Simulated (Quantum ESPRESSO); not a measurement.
# CsCaH3 (Pm-3m): zone-centre phonons

Aim: the zone-centre modes of CsCaH3 (Pm-3m).

Calculated with Quantum ESPRESSO 7.5; DFT LDA, scalar-relativistic, plane waves, PseudoDojo norm-conserving pseudopotentials.

## Step 1: Starting point

The structure is cubic, space group Pm-3m (No. 221). Conventional cell: a = 4.621 Å, b = 4.621 Å, c = 4.621 Å, α = 90.00°, β = 90.00°, γ = 90.00°. Nearest to Cs lie 12 H at 3.27 Å. Nearest to Ca lie 6 H at 2.31 Å. Nearest to H lie 2 Ca at 2.31 Å and 8 H at 3.27 Å and 4 Cs at 3.27 Å. Farther neighbours are not listed.

## Step 2: A probe with smearing

Before anything dear is run, a loose run with smearing shows whether this is a metal and how far the cell is from rest.

Input file probe.in:

```
&CONTROL
  calculation = 'scf'
  prefix      = 'x'
  outdir      = './tmp'
  pseudo_dir  = './pseudo'
  tprnfor     = .true.
  tstress     = .true.
  verbosity   = 'high'
/
&SYSTEM
  ibrav       = 1
  celldm(1)   = 8.73277591
  nat         = 5
  ntyp        = 3
  ecutwfc     = 81.0
  occupations = 'smearing'
  smearing    = 'gaussian'
  degauss     = 0.01
/
&ELECTRONS
  conv_thr         = 1.0d-07
  mixing_beta      = 0.7
  electron_maxstep = 100
/
ATOMIC_SPECIES
 Cs    132.9055  Cs.upf
 Ca     40.0780  Ca.upf
 H       1.0080  H.upf
ATOMIC_POSITIONS crystal
 Cs     0.000000000   0.000000000   0.000000000
 Ca     0.500000000   0.500000000   0.500000000
 H      0.500000000   0.000000000   0.500000000
 H      0.000000000   0.500000000   0.500000000
 H      0.500000000   0.500000000   0.000000000
K_POINTS automatic
 4 4 4 0 0 0
```

Run with:

```console
$ OMP_NUM_THREADS=1 mpirun -n 4 pw.x -nk 4 -in probe.in > probe.out
```

The program printed:

```text
[banners, grids, parts of the stress and lines that vanish by symmetry left out]
Program PWSCF v.7.5
     bravais-lattice index     =            1
     lattice parameter (alat)  =       8.7328  a.u.
[...]
kinetic-energy cutoff     =      81.0000  Ry
     charge density cutoff     =     324.0000  Ry
     scf convergence threshold =      1.0E-07
[...]
Exchange-correlation= SLA  PW   NOGX NOGC
                           (   1   4   0   0   0   0   0)
[...]
48 Sym. Ops., with inversion, found
[...]
(     0          1          0      )
                  (     0          0          1      )
[...]
(  0.0000000  1.0000000  0.0000000 )
                  (  0.0000000  0.0000000  1.0000000 )
[...]
(     0         -1          0      )
                  (     0          0          1      )
[...]
c_bands:  2 eigenvalues not converged
     c_bands:  1 eigenvalues not converged
[...]
c_bands:  1 eigenvalues not converged
[...]
End of self-consistent calculation
[...]
the Fermi energy is     4.5863 ev
!    total energy              =    -127.83089723 Ry
[...]
convergence has been achieved in   7 iterations
[...]
atom    1 type  1   force =     0.00000000    0.00000000    0.00000000
     atom    2 type  2   force =     0.00000000    0.00000000    0.00000000
     atom    3 type  3   force =     0.00000000    0.00000000    0.00000000
     atom    4 type  3   force =     0.00000000    0.00000000    0.00000000
     atom    5 type  3   force =     0.00000000    0.00000000    0.00000000
[...]
Total force =     0.000000     Total SCF correction =     0.000000
[...]
total   stress  (Ry/bohr**3)                   (kbar)     P=      -23.90
[...]
XML data file, charge density, pseudopotentials, collected wavefunctions

   JOB DONE.
```

Wall time 8.5 s (4 MPI ranks of Intel Xeon at 2.70GHz, shared host).

This step gave:

| Property | Result |
| --- | --- |
| volume per atom | 19.74 Å³ |
| pressure | -2.390 GPa |
| gap on the k-mesh | 2.811 eV |

A gap of 2.8 eV opens on this mesh, so the crystal is taken as an insulator; the start stands at -2.4 GPa.

## Step 3: Relaxation

The relaxation runs at a cutoff a fifth above that of the response, since stress converges more slowly with the basis than frequencies do. Forces and stress are brought to rest with tight thresholds.

Input file relax.in:

```
&CONTROL
  calculation   = 'vc-relax'
  prefix        = 'x'
  outdir        = './tmp'
  pseudo_dir    = './pseudo'
  tprnfor       = .true.
  tstress       = .true.
  forc_conv_thr = 2.0d-05
  etot_conv_thr = 1.0d-07
  nstep         = 40
/
&SYSTEM
  ibrav       = 1
  celldm(1)   = 8.73277591
  nat         = 5
  ntyp        = 3
  ecutwfc     = 97
  occupations = 'fixed'
  nbnd        = 13
/
&ELECTRONS
  conv_thr         = 1.0d-11
  mixing_beta      = 0.7
  electron_maxstep = 100
/
&IONS
/
&CELL
  press_conv_thr = 0.2
/
ATOMIC_SPECIES
 Cs    132.9055  Cs.upf
 Ca     40.0780  Ca.upf
 H       1.0080  H.upf
ATOMIC_POSITIONS crystal
 Cs     0.000000000   0.000000000   0.000000000
 Ca     0.500000000   0.500000000   0.500000000
 H      0.500000000   0.000000000   0.500000000
 H      0.000000000   0.500000000   0.500000000
 H      0.500000000   0.500000000   0.000000000
K_POINTS automatic
 4 4 4 0 0 0
```

Run with:

```console
$ OMP_NUM_THREADS=1 mpirun -n 4 pw.x -nk 4 -in relax.in > relax.out
```

The program printed:

```text
[banners, grids, parts of the stress and lines that vanish by symmetry left out]
[banner, memory and clock lines left out]
Program PWSCF v.7.5

[...]
kinetic-energy cutoff     =      97.0000  Ry
     charge density cutoff     =     388.0000  Ry
     scf convergence threshold =      1.0E-11
[...]
energy convergence thresh.=      1.0E-07
     force convergence thresh. =      2.0E-05
     press convergence thresh. =      2.0E-01
     Exchange-correlation= SLA  PW   NOGX NOGC
                           (   1   4   0   0   0   0   0)
[...]
48 Sym. Ops., with inversion, found
[...]
number of k points=    10
[...]
c_bands:  2 eigenvalues not converged
[...]
c_bands:  1 eigenvalues not converged
[...]
c_bands:  1 eigenvalues not converged
[...]
End of self-consistent calculation
[...]
highest occupied, lowest unoccupied level (ev):     2.8340    5.6443
!    total energy              =    -127.83090962 Ry
[...]
convergence has been achieved in   9 iterations
[...]
atom    1 type  1   force =     0.00000000    0.00000000    0.00000000
     atom    2 type  2   force =     0.00000000    0.00000000    0.00000000
     atom    3 type  3   force =     0.00000000    0.00000000    0.00000000
     atom    4 type  3   force =     0.00000000    0.00000000    0.00000000
     atom    5 type  3   force =     0.00000000    0.00000000    0.00000000
     Total force =     0.000000     Total SCF correction =     0.000000
[...]
total   stress  (Ry/bohr**3)                   (kbar)     P=      -23.84
[...]
number of bfgs steps    =   0
[...]
CELL_PARAMETERS (alat=  8.73277591)
[...]
ATOMIC_POSITIONS (crystal)
Cs               0.0000000000        0.0000000000        0.0000000000
Ca               0.5000000000        0.5000000000        0.5000000000
H                0.5000000000        0.0000000000        0.5000000000
H                0.0000000000        0.5000000000        0.5000000000
[...]
New effective cutoffs (rho, wfc):  390.90   97.79
[...]
End of self-consistent calculation
[...]
highest occupied, lowest unoccupied level (ev):     2.9372    5.7330
!    total energy              =    -127.83215241 Ry
[...]
convergence has been achieved in   7 iterations
[...]
atom    1 type  1   force =     0.00000000    0.00000000    0.00000000
     atom    2 type  2   force =     0.00000000    0.00000000    0.00000000
     atom    3 type  3   force =     0.00000000    0.00000000    0.00000000
     atom    4 type  3   force =     0.00000000    0.00000000    0.00000000
     atom    5 type  3   force =     0.00000000    0.00000000    0.00000000
     Total force =     0.000000     Total SCF correction =     0.000000
[...]
total   stress  (Ry/bohr**3)                   (kbar)     P=      -21.47
[...]
number of bfgs steps    =   1
[...]
WARNING: bfgs curvature condition failed, Theta= 0.896
[...]
CELL_PARAMETERS (alat=  8.73277591)
[...]
ATOMIC_POSITIONS (crystal)
[...]
New effective cutoffs (rho, wfc):  395.71   98.99
[...]
End of self-consistent calculation
[...]
highest occupied, lowest unoccupied level (ev):     3.0961    5.8686
!    total energy              =    -127.83374767 Ry
[...]
convergence has been achieved in   8 iterations
[...]
CELL_PARAMETERS (alat=  8.73277591)
[...]
ATOMIC_POSITIONS (crystal)
[...]
New effective cutoffs (rho, wfc):  414.59  103.72
[...]
End of self-consistent calculation
[...]
highest occupied, lowest unoccupied level (ev):     3.7376    6.4066
!    total energy              =    -127.83656587 Ry
[...]
convergence has been achieved in   8 iterations
[...]
Total force =     0.000000     Total SCF correction =     0.000000
[...]
total   stress  (Ry/bohr**3)                   (kbar)     P=       -0.37
[...]
number of bfgs steps    =   4
[...]
CELL_PARAMETERS (alat=  8.73277591)
[...]
ATOMIC_POSITIONS (crystal)
[...]
New effective cutoffs (rho, wfc):  414.97  103.81
[...]
End of self-consistent calculation
[...]
highest occupied, lowest unoccupied level (ev):     3.7509    6.4177
!    total energy              =    -127.83656686 Ry
[...]
convergence has been achieved in   6 iterations
[...]
Total force =     0.000000     Total SCF correction =     0.000000
[...]
total   stress  (Ry/bohr**3)                   (kbar)     P=        0.02
[...]
number of bfgs steps    =   5
[...]
CELL_PARAMETERS (alat=  8.73277591)
[...]
ATOMIC_POSITIONS (crystal)
[...]
New effective cutoffs (rho, wfc):  414.95  103.81
[...]
End of self-consistent calculation
[...]
highest occupied, lowest unoccupied level (ev):     3.7501    6.4170
!    total energy              =    -127.83656686 Ry
[...]
convergence has been achieved in   4 iterations
[...]
atom    3 type  3   force =     0.00000000    0.00000000    0.00000000
     atom    4 type  3   force =     0.00000000    0.00000000    0.00000000
     atom    5 type  3   force =     0.00000000    0.00000000    0.00000000
     Total force =     0.000000     Total SCF correction =     0.000000
[...]
total   stress  (Ry/bohr**3)                   (kbar)     P=       -0.00
[...]
bfgs converged in   7 scf cycles and   6 bfgs steps
[...]
End of BFGS Geometry Optimization
     Final enthalpy           =    -127.8365668612 Ry
     File ./tmp/x.bfgs deleted, as requested
[...]
CELL_PARAMETERS (alat=  8.73277591)
[...]
ATOMIC_POSITIONS (crystal)
[...]
H                0.0000000000        0.5000000000        0.5000000000
H                0.5000000000        0.5000000000        0.0000000000
[...]
Final scf calculation at the relaxed structure.
[...]
kinetic-energy cutoff     =      97.0000  Ry
     charge density cutoff     =     388.0000  Ry
     scf convergence threshold =      1.0E-13
[...]
press convergence thresh. =      2.0E-01
     Exchange-correlation= SLA  PW   NOGX NOGC
                           (   1   4   0   0   0   0   0)
[...]
48 Sym. Ops., with inversion, found
[...]
number of k points=    10
[...]
c_bands:  2 eigenvalues not converged
     c_bands:  2 eigenvalues not converged
     c_bands:  2 eigenvalues not converged
[...]
c_bands:  1 eigenvalues not converged
[...]
End of self-consistent calculation
[...]
highest occupied, lowest unoccupied level (ev):     3.7501    6.4170
!    total energy              =    -127.83655851 Ry
[...]
convergence has been achieved in  11 iterations
[...]
atom    1 type  1   force =     0.00000000    0.00000000    0.00000000
     atom    2 type  2   force =     0.00000000    0.00000000    0.00000000
     atom    3 type  3   force =     0.00000000    0.00000000    0.00000000
     atom    4 type  3   force =     0.00000000    0.00000000    0.00000000
     atom    5 type  3   force =     0.00000000    0.00000000    0.00000000
     Total force =     0.000000     Total SCF correction =     0.000000
[...]
total   stress  (Ry/bohr**3)                   (kbar)     P=        0.01
[...]
XML data file, charge density, pseudopotentials, collected wavefunctions
```

It took 70 s on 4 MPI ranks; 4.6 min of CPU time.

Step by step:

| step | energy less that of the first step (eV) | largest force (eV/Å) | pressure (GPa) | volume (Å³) |
| --- | --- | --- | --- | --- |
| 1 | 0.0000 | 0.0000 | -2.38 | 98.69 |
| 2 | -0.0169 | 0.0000 | -2.15 | 97.49 |
| 3 | -0.0386 | 0.0000 | -1.77 | 95.72 |
| 4 | -0.0625 | 0.0000 | -1.14 | 93.10 |
| 5 | -0.0770 | 0.0000 | -0.04 | 89.26 |
| 6 | -0.0770 | 0.0000 | 0.00 | 89.13 |
| 7 | -0.0770 | 0.0000 | 0.00 | 89.14 |
| 8 | -0.0769 | 0.0000 | 0.00 | 89.14 |

| conventional cell, symmetrised | before | after | change |
| --- | --- | --- | --- |
| a (Å) | 4.621 | 4.467 | -3.3 % |
| b (Å) | 4.621 | 4.467 | -3.3 % |
| c (Å) | 4.621 | 4.467 | -3.3 % |
| volume (Å³/atom) | 19.74 | 17.83 | -9.7 % |

The relaxed structure:

```
Cs Ca H
1.0
     4.46709    0.00000    0.00000
     0.00000    4.46709    0.00000
     0.00000    0.00000    4.46709
Cs Ca H
1 1 3
Direct
  0.00000 0.00000 0.00000
  0.50000 0.50000 0.50000
  0.50000 0.00000 0.50000
  0.00000 0.50000 0.50000
  0.50000 0.50000 0.00000
```

The last row of the table of steps is pw.x's closing run on a basis chosen anew for the final cell, so its energy can jump.

This step gave:

* volume per atom: 17.83 Å³
* pressure: 0.001 GPa
* gap on the k-mesh: 2.667 eV

The volume changes by -9.7 % from the cell with which this run began.

## Step 4: Self-consistent run for the response

The response is built on this ground state, so it is converged far tighter than an energy would need. With a gap, occupations are fixed, which also allows the response to an electric field.

Input file scf.in:

```
&CONTROL
  calculation = 'scf'
  prefix      = 'x'
  outdir      = './tmp'
  pseudo_dir  = './pseudo'
  tprnfor     = .true.
  tstress     = .true.
/
&SYSTEM
  ibrav       = 1
  celldm(1)   = 8.4415709
  nat         = 5
  ntyp        = 3
  ecutwfc     = 81.0
  occupations = 'fixed'
  nbnd        = 13
/
&ELECTRONS
  conv_thr         = 1.0d-12
  mixing_beta      = 0.7
  electron_maxstep = 100
/
ATOMIC_SPECIES
 Cs    132.9055  Cs.upf
 Ca     40.0780  Ca.upf
 H       1.0080  H.upf
ATOMIC_POSITIONS crystal
 Cs     0.000000000   0.000000000   0.000000000
 Ca     0.500000000   0.500000000   0.500000000
 H      0.500000000   0.000000000   0.500000000
 H      0.000000000   0.500000000   0.500000000
 H      0.500000000   0.500000000   0.000000000
K_POINTS automatic
 4 4 4 0 0 0
```

Run with:

```console
$ OMP_NUM_THREADS=1 mpirun -n 4 pw.x -nk 4 -in scf.in > scf.out
```

The program printed:

```text
[banners, grids, parts of the stress and lines that vanish by symmetry left out]
[banner, memory and clock lines left out]
Program PWSCF v.7.5

[...]
kinetic-energy cutoff     =      81.0000  Ry
     charge density cutoff     =     324.0000  Ry
     scf convergence threshold =      1.0E-12
[...]
Exchange-correlation= SLA  PW   NOGX NOGC
                           (   1   4   0   0   0   0   0)
[...]
48 Sym. Ops., with inversion, found
[...]
number of k points=    10
[...]
c_bands:  1 eigenvalues not converged
[...]
c_bands:  2 eigenvalues not converged
     c_bands:  1 eigenvalues not converged
[...]
End of self-consistent calculation
[...]
highest occupied, lowest unoccupied level (ev):     3.7502    6.4170
!    total energy              =    -127.83654579 Ry
[...]
convergence has been achieved in  11 iterations
[...]
atom    1 type  1   force =     0.00000000    0.00000000    0.00000000
     atom    2 type  2   force =     0.00000000    0.00000000    0.00000000
     atom    3 type  3   force =     0.00000000    0.00000000    0.00000000
     atom    4 type  3   force =     0.00000000    0.00000000    0.00000000
     atom    5 type  3   force =     0.00000000    0.00000000    0.00000000
     Total force =     0.000000     Total SCF correction =     0.000000
[...]
total   stress  (Ry/bohr**3)                   (kbar)     P=        0.00
[...]
XML data file, charge density, pseudopotentials, collected wavefunctions
```

It took 11 s on 4 MPI ranks; 41 s of CPU time.

Read from the output:

```yaml
pressure: 0 GPa
```

The cell stands at 0 GPa, close enough for phonons.

(Part 1 of 3 ends here.)

[Host names and launcher messages were left out of these logs when they were recorded.]

[Logs are printed without paths, hosts, clocks, repeated set-up lines and the standing remarks that a program may print on its own settings, such as how far it seeks lower states.]

[Hosts, paths, dates, database ids (printed as entryN), source tags and the programs' standing remarks are cut or masked in the printed files.]
